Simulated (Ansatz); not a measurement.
## Convergence of a linear-scaling basis for (5,5) carbon nanotube bundle (80 atoms)

Wanted: errors and times of a linear-scaling basis for (5,5) carbon nanotube bundle (80 atoms). A setting counts as converged where the r.m.s. difference of forces stays under 1 % of the r.m.s. force.

Method: Kohn-Sham DFT, PBE+D3(BJ), PAW (set soft_2), plane waves, in Ansatz 0.2.0.

### 1. The system as given

The cell holds 80 atoms: 80 C. Its edges and angles: a = 10.081 Å, b = 10.081 Å, c = 9.840 Å, α = 90.0°, β = 90.0°, γ = 120.0°. It derives from C (graphene). Graphene sheet (a = 2.46 Å) rolled into a (5,5) tube of diameter 6.78 Å, 4 periods, hexagonal bundle with 3.3 Å between walls; not relaxed, displaced by a Gaussian of 0.02 Å.

### 2. Plane-wave single point

The first run uses the default basis; a harder plane-wave run follows as the reference for the support functions.

File input.yaml:

```yaml
crystal:
  lattice:
    - [10.08135, 0.0, 0.0]
    - [-5.04067, 8.7307, 0.0]
    - [0.0, 0.0, 9.84]
  atoms:
    - { symbol: C, position: [0.36789, 0.07802, 0.12667] }
    - { symbol: C, position: [0.38776, 0.15903, 0.99959] }
    - { symbol: C, position: [0.36617, 0.28726, 0.00204] }
    - { symbol: C, position: [0.33734, 0.33451, 0.12321] }
    - { symbol: C, position: [0.22941, 0.38713, 0.12669] }
    - { symbol: C, position: [0.15581, 0.38507, 0.25028] }
    - { symbol: C, position: [0.99679, 0.33403, 0.00067] }
    - { symbol: C, position: [0.91652, 0.28506, 0.12502] }
    - { symbol: C, position: [0.76961, 0.15606, 0.12591] }
    - { symbol: C, position: [0.71162, 0.081, 0.25058] }
    - { symbol: C, position: [0.6298, 0.91957, 0.00039] }
    - { symbol: C, position: [0.6134, 0.84404, 0.12794] }
    - { symbol: C, position: [0.63214, 0.71306, 0.1255] }
    - { symbol: C, position: [0.66218, 0.66205, 0.24958] }
    - { symbol: C, position: [0.77194, 0.61392, 0.2512] }
    - { symbol: C, position: [0.84129, 0.61406, 0.12809] }
    - { symbol: C, position: [0.00273, 0.6675, 0.12417] }
    - { symbol: C, position: [0.07747, 0.71056, 0.24786] }
    - { symbol: C, position: [0.22782, 0.84152, 0.2487] }
    - { symbol: C, position: [0.28773, 0.92354, 0.12229] }
    - { symbol: C, position: [0.37036, 0.08441, 0.37151] }
    - { symbol: C, position: [0.38467, 0.15531, 0.24811] }
    - { symbol: C, position: [0.37002, 0.28964, 0.25341] }
    - { symbol: C, position: [0.33651, 0.33603, 0.37557] }
    - { symbol: C, position: [0.2308, 0.38755, 0.37603] }
    - { symbol: C, position: [0.15712, 0.38553, 0.49838] }
    - { symbol: C, position: [0.9973, 0.33532, 0.24816] }
    - { symbol: C, position: [0.91973, 0.2894, 0.37833] }
    - { symbol: C, position: [0.76895, 0.15357, 0.37476] }
    - { symbol: C, position: [0.70921, 0.08006, 0.49948] }
    - { symbol: C, position: [0.62848, 0.92119, 0.25007] }
    - { symbol: C, position: [0.61712, 0.84162, 0.37483] }
    - { symbol: C, position: [0.63092, 0.7124, 0.37789] }
    - { symbol: C, position: [0.66056, 0.66171, 0.50163] }
    - { symbol: C, position: [0.77428, 0.61662, 0.49912] }
    - { symbol: C, position: [0.84118, 0.61489, 0.37174] }
    - { symbol: C, position: [0.99819, 0.66324, 0.37816] }
    - { symbol: C, position: [0.08282, 0.71058, 0.50383] }
    - { symbol: C, position: [0.22691, 0.84034, 0.50222] }
    - { symbol: C, position: [0.2885, 0.91465, 0.37313] }
    - { symbol: C, position: [0.36815, 0.07995, 0.62773] }
    - { symbol: C, position: [0.38874, 0.16121, 0.49824] }
    - { symbol: C, position: [0.36901, 0.2867, 0.49845] }
    - { symbol: C, position: [0.33942, 0.33962, 0.62156] }
    - { symbol: C, position: [0.22531, 0.38284, 0.6241] }
    - { symbol: C, position: [0.15675, 0.38598, 0.7488] }
    - { symbol: C, position: [0.00198, 0.33827, 0.50001] }
    - { symbol: C, position: [0.91902, 0.29083, 0.62474] }
    - { symbol: C, position: [0.76617, 0.15607, 0.62918] }
    - { symbol: C, position: [0.71063, 0.08078, 0.74818] }
    - { symbol: C, position: [0.63136, 0.91888, 0.49806] }
    - { symbol: C, position: [0.61524, 0.84225, 0.62305] }
    - { symbol: C, position: [0.63288, 0.71247, 0.62349] }
    - { symbol: C, position: [0.66513, 0.66344, 0.74642] }
    - { symbol: C, position: [0.77005, 0.61239, 0.74896] }
    - { symbol: C, position: [0.83858, 0.61439, 0.62503] }
    - { symbol: C, position: [0.00044, 0.6623, 0.6266] }
    - { symbol: C, position: [0.08155, 0.70739, 0.7453] }
    - { symbol: C, position: [0.22594, 0.83997, 0.7515] }
    - { symbol: C, position: [0.28728, 0.91995, 0.62285] }
    - { symbol: C, position: [0.37076, 0.08118, 0.87944] }
    - { symbol: C, position: [0.38514, 0.15475, 0.75224] }
    - { symbol: C, position: [0.36877, 0.29163, 0.74878] }
    - { symbol: C, position: [0.33523, 0.33488, 0.87405] }
    - { symbol: C, position: [0.22673, 0.38617, 0.87244] }
    - { symbol: C, position: [0.15871, 0.38843, 0.99947] }
    - { symbol: C, position: [0.0006, 0.33699, 0.75184] }
    - { symbol: C, position: [0.92124, 0.28809, 0.87265] }
    - { symbol: C, position: [0.76951, 0.15444, 0.87594] }
    - { symbol: C, position: [0.70984, 0.08036, 0.99951] }
    - { symbol: C, position: [0.63279, 0.9217, 0.74852] }
    - { symbol: C, position: [0.61366, 0.84133, 0.87761] }
    - { symbol: C, position: [0.62733, 0.71086, 0.87863] }
    - { symbol: C, position: [0.66378, 0.66358, 0.99782] }
    - { symbol: C, position: [0.77088, 0.61145, 0.002] }
    - { symbol: C, position: [0.84114, 0.61254, 0.87608] }
    - { symbol: C, position: [0.99832, 0.66406, 0.87622] }
    - { symbol: C, position: [0.07828, 0.71178, 0.9979] }
    - { symbol: C, position: [0.22454, 0.83944, 0.00046] }
    - { symbol: C, position: [0.28957, 0.92121, 0.87403] }
kpoints:
  mp_grid: { grid: [2, 2, 2] }
hamiltonian:
  xc: pbe
  dispersion: d3bj
scf:
  occupations: { method: gaussian, width: 0.05 }
output:
  forces: true
  stress: true
  populations: true
  dos:
    method: { smearing: { sigma: 0.08 } }
    de: 0.1
    projected: { site_lists: { C: [C] } }
  eigenvalues: true
  write_density: true
  write_potential: true
  volumetric_format: npy
  elf: true
```

On the command line:

```sh
$ ansatz run input.yaml --threads 4 --pin off --max-ram 8192MiB --backend cpu --events-out ev --progress --plain --runs-dir out
```

The log of the run:

```text
Engine: ansatz 0.2.0, x86_64-unknown-linux-gnu
Pseudopotentials: kind: paw
Pseudopotential: C, paw, valence charge 4, recommended cutoff 420 eV (normal), C.paw.azcp
[... 5 lines on functional and potentials left out ...]
Crystal: 80 atoms, lattice volume = 866.090 Å³
Basis set: ecut = 420 eV, 16977 PW (Γ), exchange–correlation on 144×144×144 points (8 copies of the dense FFT grid, shifted against one another)
Bands: 240, of which v1, the nominal top of the filled ones, is band 160 counted from 1 (159 counted from 0)
Symmetry: 1 space group operations
Space group: P1 (ITA 1), of the structure as read, at distance tolerance 9.5e-5 Å
k-points: 8
[... 3 lines on functional and potentials left out ...]
Initial density: superposition of atomic densities (neutral atoms: chi_scale 0, normalization atom), corrected by the library's trained network
Initial wavefunctions: pseudopotential atomic-orbital guess
Functional: x = pbe(κ = 0.804, μ = 0.219515), c = pbe(β = 0.066725)
SCF iter   1: F=—  HF=-20069.045507 eV  |F-HF|=—  |Δ(HF+E_count)|=         —  Δρ=4.49e-3  dr2=1.49e-1  ethr=1.77e-3  ⟨swp⟩=8.9  Hψ=10067  notcnv=0  defer=386
preconditioner: auto → Resta (q_TF=auto, 2.311 Å⁻¹)  ε∞=3.3  [insulator: Δε(μ)=1.073 eV  Ē_g=15.041 eV  σ=0.050 eV  W_gap=1.00  n_scr=198 (ndim 8)  ℏωp=22.6 eV  f_vac=0.205  D(μ)=0.00/eV (n_scr^D=0)  ε∞_Penn≈3.3  vacuum switching on, ρ_ref=1.6e-2 e/Å³]
SCF iter   2: F=—  HF=-20069.086466 eV  |F-HF|=—  |Δ(HF+E_count)|=   4.10e-2  Δρ=2.31e-3  dr2=3.31e-2  ethr=4.67e-5  ⟨swp⟩=2.2  Hψ=3159  notcnv=0  defer=465
SCF iter   3: F=—  HF=-20069.107715 eV  |F-HF|=—  |Δ(HF+E_count)|=   2.12e-2  Δρ=7.73e-4  dr2=8.99e-3  ethr=1.03e-5  ⟨swp⟩=2.0  Hψ=2117  notcnv=0  defer=465
SCF iter   4: F=—  HF=-20069.108990 eV  |F-HF|=—  |Δ(HF+E_count)|=   1.28e-3  Δρ=2.42e-4  dr2=9.52e-4  ethr=2.81e-6  ⟨swp⟩=2.0  Hψ=2235  notcnv=0  defer=465
SCF iter   5: F=—  HF=-20069.109156 eV  |F-HF|=—  |Δ(HF+E_count)|=   1.66e-4  Δρ=9.95e-5  dr2=1.09e-4  ethr=2.97e-7  ⟨swp⟩=2.0  Hψ=2270  notcnv=0  defer=465
SCF iter   6: F=—  HF=-20069.109185 eV  |F-HF|=—  |Δ(HF+E_count)|=   2.92e-5  Δρ=3.12e-5  dr2=1.14e-5  ethr=3.41e-8  ⟨swp⟩=2.0  Hψ=2269  notcnv=0  defer=465
SCF iter   7: F=—  HF=-20069.109060 eV  |F-HF|=—  |Δ(HF+E_count)|=   1.25e-4  Δρ=9.11e-6  dr2=1.56e-6  ethr=3.57e-9  ⟨swp⟩=2.0  Hψ=2733  notcnv=0  defer=514
SCF iter   8: F=—  HF=-20069.109060 eV  |F-HF|=—  |Δ(HF+E_count)|=   5.85e-8  Δρ=3.94e-6  dr2=3.52e-7  ethr=4.88e-10  ⟨swp⟩=2.0  Hψ=2124  notcnv=0  defer=514
SCF iter   9: F=-20069.109060 eV  HF=-20069.109060 eV  |F-HF|=1.29e-8  |Δ(HF+E_count)|=   1.24e-8  Δρ=1.72e-6  dr2=3.47e-8  ethr=3.13e-11  ⟨swp⟩=24.8  Hψ=19394  notcnv=0
SCF 1 converged in 9 iterations: F = -20069.109060 eV  dr2 = 3.47e-8
  greatest PAW one-centre occupation: 0.687 electrons in one spin orbital (limit 2), on the C atom at site 49 (counted from 0), in its partial waves of l = 0
WARN: The input density's exchange-correlation potential varies sharply where the density is thin. Do not read a vacuum level from v_tot or v_xc, or from such a field of the output density. On a cell that repeats whose density bears no net charge and no dipole along the vacuum's axis use v_es (v_loc + v_h of the components); [...]
SCF converged after 9 iterations
Free energy (F): -20069.109060 eV
Harris-Foulkes:  -20069.109060 eV  (|F-HF|=1.29e-8)
Internal energy: -20069.109060 eV  (E = F + TS)
E sigma→0 (E₀):  -20069.109060 eV
Fermi energy:    5.099213 eV
--- Per-component energies (eV) ---
  E_band       = -1357.656015
  E_kinetic    = 7317.849868
  E_local      = -18926.684917  (includes V_loc(G=0)·N_el)
  E_nonlocal   = 2196.334690
  E_hartree    = 6684.605998
  E_xc         = -3848.779375
  E_vxc        = -4765.566761  (∫ρ·V_xc dr)
  E_paw        = -7951.265989  (= ΣΔE_a)
  E_vpaw       = -548.795290  (= ΣTr[D̂ρ^β])
  E_aug_tail   = 0.000673  (compensation charges beyond the density's cutoff)
  E_ewald      = -5531.207094
  E_disp       = -9.962913  (pairwise vdW)
  E_smearing   = -0.000000  (= −TS)
  E_closure    = -0.000000  (closes the sum)
  Σ components = -20069.109060   (vs F -20069.109060, Δ=0.00e0)
--- Forces (eV/Å), atoms counted from 1 ---
  atom   1  C      0.03214142     2.51195149    -2.12904811
  atom   2  C      0.08689181     0.03308856     1.90830242
  atom   3  C      1.29598495    -0.35878629    -2.21158235
  atom   4  C     -1.35561040     1.06522996     2.81170957
  atom   5  C     -0.19528733     0.08541580    -1.21266950
  atom   6  C      0.77160652     0.44027007     0.07570188
  atom   7  C      1.17216777     0.74003181    -0.63836078
  atom   8  C     -0.20715249     0.51202852    -0.26151606
  atom   9  C     -0.24983903     0.34290822    -0.56248720
  atom  10  C     -0.67182237    -0.24672512    -0.31940562
  atom  11  C     -0.33003419    -0.49069365     0.65867793
  atom  12  C      0.01485320    -0.65182892    -1.40640101
  atom  13  C     -0.26599545    -0.23774765    -0.08823002
  atom  14  C     -0.45078755     0.29215330     0.81649484
[...]
atom  79  C      1.07717682     1.94160214    -1.34052768
  atom  80  C     -0.17785952    -2.11029616     1.32769667
  max |Σ_I F_I| component: 5.22e-5 eV/Å
--- Stress (GPa, compression-positive) ---
        5.555766      -0.227564       0.213580
       -0.227564       6.795821       0.613198
        0.213579       0.613198       5.255216
  P = ⅓ Tr σ = 5.8689 GPa (58.689 kbar)
--- Band table (eV; the first three rows and the last of 8) ---
  k-point 0: bands = ["-14.9492", "-14.6191", "-14.6103", "-13.9361", [... 224 levels ...], "13.3028", "13.3493", "13.3865", "13.7465", "13.7685", "13.8428", "13.9108", "13.9558", "13.9915", "14.0957", "14.1355", "14.1720"]
[...]
--- Löwdin populations: 80 sites ---
  site symbol       q [e]
     0      C      3.9607
     1      C      3.9550
     2      C      3.9621
[...]
79      C      3.9624
  spilling = 0.009840 (of n_electrons = 320.000000)
```

Run time: 23 s. Hardware: 4 threads of AMD EPYC 9R45, shared host; peak memory 4.5 GiB; 88 s of CPU time.

Reading the cycles: dr2 is the Hartree energy of the density residual (eV), the measure of convergence; HF is the Harris–Foulkes estimate of the energy, which meets the free energy F at convergence.

The program notes that the exchange-correlation potential is rough where the density is thin.

Numbers from this run:

| Quantity | Value |
| --- | --- |
| free energy | -20069.1091 eV |
| free energy per atom | -250.8639 eV/atom |
| SCF cycles | 9 |
| pressure | 5.869 GPa |
| r.m.s. force component | 1.184 eV/Å |
| longest force | 4.63 eV/Å |
| Fermi energy | 5.099 eV |
| spilling of the projection | 0.00984 |

The r.m.s. force component of 1.2 eV/Å and the pressure of 5.9 GPa set the scale for the differences below.

### 3. Plane waves at 750 eV (750 eV)

The grid of the support functions holds more waves than the default cutoff, so they are judged against a harder plane-wave run.

input.yaml, the sections that differ from step 2:

```yaml
output:
  forces: true
  eigenvalues: true
basis:
  ecutwfc: "750 eV"
# crystal, kpoints, hamiltonian, scf: as in step 2
```

The log of the run:

```text
[...]
Crystal: 80 atoms, lattice volume = 866.090 Å³
Basis set: ecut = 750 eV, 40483 PW (Γ), exchange–correlation on 192×192×180 points (8 copies of the dense FFT grid, shifted against one another)
Bands: 240, of which v1, the nominal top of the filled ones, is band 160 counted from 1 (159 counted from 0)
Symmetry: 1 space group operations
[...]
k-points: 8
[...]
SCF iter   1: F=—  HF=-20069.346263 eV  |F-HF|=—  |Δ(HF+E_count)|=         —  Δρ=4.54e-3  dr2=1.50e-1  ethr=1.77e-3  ⟨swp⟩=9.4  Hψ=10125  notcnv=0  defer=371
[...]
SCF iter   3: F=—  HF=-20069.398956 eV  |F-HF|=—  |Δ(HF+E_count)|=   1.93e-2  Δρ=7.73e-4  dr2=9.00e-3  ethr=1.03e-5  ⟨swp⟩=2.0  Hψ=2181  notcnv=0  defer=63
automatic band count: iteration 3 solves 186 bands in place of 240: the levels show a gap, and the empty bands left out lie too high to hold charge; the band table lists the bands solved (type scf.n_extra_bands for more)
SCF iter   4: F=—  HF=-20069.400145 eV  |F-HF|=—  |Δ(HF+E_count)|=   1.19e-3  Δρ=2.39e-4  dr2=9.02e-4  ethr=2.81e-6  ⟨swp⟩=2.0  Hψ=2211  notcnv=0  defer=63
[...]
SCF iter   9: F=-20069.400127 eV  HF=-20069.400127 eV  |F-HF|=1.35e-8  |Δ(HF+E_count)|=   1.49e-8  Δρ=1.71e-6  dr2=3.40e-8  ethr=3.13e-11  ⟨swp⟩=12.1  Hψ=6720  notcnv=0
SCF 1 converged in 9 iterations: F = -20069.400127 eV  dr2 = 3.40e-8
[...]
SCF converged after 9 iterations
Free energy (F): -20069.400127 eV
[...]
Internal energy: -20069.400127 eV  (E = F + TS)
E sigma→0 (E₀):  -20069.400127 eV
Fermi energy:    5.098683 eV
[...]
Σ components = -20069.400127   (vs F -20069.400127, Δ=0.00e0)
--- Forces (eV/Å), atoms counted from 1 ---
  atom   1  C      0.03159035     2.51066382    -2.12770420
  atom   2  C      0.08658202     0.03289904     1.90634735
  atom   3  C      1.29532296    -0.35902208    -2.20992445
  atom   4  C     -1.35579611     1.06426388     2.80994349
[...]
atom  80  C     -0.17808699    -2.10982963     1.32647511
  max |Σ_I F_I| component: 5.51e-5 eV/Å
--- Band table (eV; the first three rows and the last of 8) ---
[...]
```

Wall time 29 s (4 threads); peak memory 6.7 GiB; 1.9 min of CPU time.

The program notes that it cut back its work space to fit the memory limit.

Forces differ from the reference by 0.77 meV/Å r.m.s., 0.065 % of their size, well within a tolerance of 1 %; the energy by -3.6 meV/atom.

### 4. Support functions medium

The cell is solved in localised support functions. The level medium gives here a grid of 48×48×48 points and a radius of 3.45 Å. Besides, the program derives a nominal cutoff of 420 eV for this run, against the reference's 750.

This step: Kohn-Sham DFT, PBE+D3(BJ), PAW (set soft_2), localised support functions (medium) (Ansatz 0.2.0).

input.yaml, the sections that differ from step 3:

```yaml
scf:
  occupations: { method: gaussian, width: 0.05 }
  eigensolver: { kind: { support_functions: { accuracy: medium } } }
  max_iter: 150
# crystal, kpoints, hamiltonian, output: as in step 3
# basis: removed
```

The log of the run:

```text
Warning: scf.eigensolver.kind.support_functions: disabling space-group detection — the functions' gradient is summed over unrotated k-points, so no spatial operation reduces the k-mesh or symmetrises the density; time reversal is kept, so that k and −k are solved as one point where they differ and the mesh holds both, and exact exchange and, on two spinor components, a DFT+U term hold to it where the run has them: [...]
settings of this run that can trade accuracy for cost: scf.eigensolver.kind.support_functions [...]
[...]
Crystal: 80 atoms, lattice volume = 866.090 Å³
Basis set: ecut = 420 eV, 16977 PW (Γ), exchange–correlation on 144×144×144 points (8 copies of the dense FFT grid, shifted against one another)
Bands: 192, of which v1, the nominal top of the filled ones, is band 160 counted from 1 (159 counted from 0)
Symmetry: 1 space group operations
k-points: 8
[...]
Eigensolver: Support functions (medium, 48×48×48 points, laid for a spacing of at most 0.228497 Å, radius 3.453915 Å, 10 sites without an atom, 1 species' potentials softened for the grid, 1 wholly corrected for its errors in the mean over positions, 1 with the egg-box correction, energy correction by stochastic trace)
[...]
SCF iter   1: F=—  HF=-20086.646919 eV  |F-HF|=—  |Δ(HF+E_count)|=         —  Δρ=9.73e-2  dr2=8.14e1  ethr=1.00e-1
[...]
SCF iter  11: F=—  HF=-20069.397912 eV  |F-HF|=—  |Δ(HF+E_count)|=   9.40e-4  Δρ=1.87e-5  dr2=5.32e-6  ethr=1.38e-8  κ⁻¹=7.5e-6(r=7)
SCF iter  12: F=-20069.398604 eV  HF=-20069.398604 eV  |F-HF|=4.88e-7  |Δ(HF+E_count)|=   6.92e-4  Δρ=7.98e-6  dr2=7.02e-7  ethr=1.66e-9
SCF 1 converged in 12 iterations: F = -20069.406380 eV  dr2 = 7.02e-7
[...]
SCF converged after 12 iterations
Stability not checked: this state was not tested for a lower state beside it, because the mixer in use, unlike msr1, does not test its closes by its own steps (another_mixer; see scf.mixing.algorithm and scf.lower_state_search)
Free energy (F): -20069.406380 eV
[...]
Internal energy: -20069.406380 eV  (E = F + TS)
E sigma→0 (E₀):  -20069.406380 eV
Fermi energy:    5.098761 eV
[...]
Σ components = -20069.406380   (vs F -20069.406380, Δ=0.00e0)
--- Forces (eV/Å), atoms counted from 1 ---
  atom   1  C      0.03122837     2.51010515    -2.12734678
  atom   2  C      0.08622842     0.03317038     1.90598110
  atom   3  C      1.29556587    -0.35925433    -2.20940278
  atom   4  C     -1.35587946     1.06395978     2.80935295
[...]
atom  80  C     -0.17820055    -2.10963315     1.32627823
  max |Σ_I F_I| component: 3.06e-3 eV/Å
--- Band table (eV; the first three rows and the last of 8) ---
[...]
```

Wall time 56 s (4 threads); peak memory 2.5 GiB.

The program notes that the band table was not solved further than the SCF left it and it switched symmetry off.

Keys that differ from the reference: basis.ecutwfc removed, support_functions.accuracy = "medium" and scf.max_iter = 150.

Forces differ from the reference by 0.33 meV/Å r.m.s., 0.028 % of their size, well within a tolerance of 1 %; the energy by -0.078 meV/atom. It took 1.9 times the reference's time (shared host, so rough).

(Continued in part 2 of 3.)

[Long decimals in the printed logs are rounded to 6 places.]

[Logs are printed without paths, hosts, clocks, repeated set-up lines and the standing remarks that a program may print on its own settings, such as how far it seeks lower states.]

[Hosts, paths, dates, database ids (printed as entryN), source tags and the programs' standing remarks are cut or masked in the printed files.]
